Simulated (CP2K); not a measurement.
Two runs for the C K edge of ketene. Run A: CP2K XAS_TDP, all-electron GAPW, PBEh(45%), aug-cc-pVTZ, TDA, no relativity. Run B differs in one setting.

First lines with a strength over 0.0015. A:

| atom | energy (eV) | states | strength, one atom |
| --- | --- | --- | --- |
| C1 (bonded to C and 2 H) | 282.77 | 1 | 0.0371 |
|  | 284.71 | 1 | 0.0166 |
|  | 285.03 | 1 | 0.0094 |
|  | 285.36 | 1 | 0.0094 |
|  | 286.01 | 1 | 0.0092 |
| C2 (bonded to C and O) | 281.87 | 1 | 0.0778 |
|  | 284.79 | 1 | 0.0746 |
|  | 289.80 | 1 | 0.0032 |
|  | 290.21 | 1 | 0.0017 |
|  | 292.60 | 1 | 0.0040 |

B:

```
                    atom  energy (eV)  states  strength, one atom
C1 (bonded to C and 2 H)       287.43       1              0.0365
                               289.36       1              0.0163
                               289.68       1              0.0092
                               290.01       1              0.0092
                               290.67       1              0.0091
  C2 (bonded to C and O)       287.49       1              0.0762
                               290.41       1              0.0732
                               295.42       1              0.0031
                               295.83       1              0.0016
                               298.22       1              0.0039
```

Q: Which was it: the functional, GW2X switched on, scalar relativity switched on, the basis?

GW2X switched on. GW2X shifts an atom's lines together and keeps their spacings. Against PBEh(45%) in aug-cc-pVTZ, the leading lines move by +4.66 eV (C1, to 287.43) and +5.62 eV (C2, to 287.49).

[Banner, clock and machine lines of the logs are left out without a mark of their own.]

[Logs are printed without paths, hosts, clocks, repeated set-up lines and the standing remarks that a program may print on its own settings, such as how far it seeks lower states.]

[Hosts, paths, dates, database ids (printed as entryN), source tags and the programs' standing remarks are cut or masked in the printed files.]
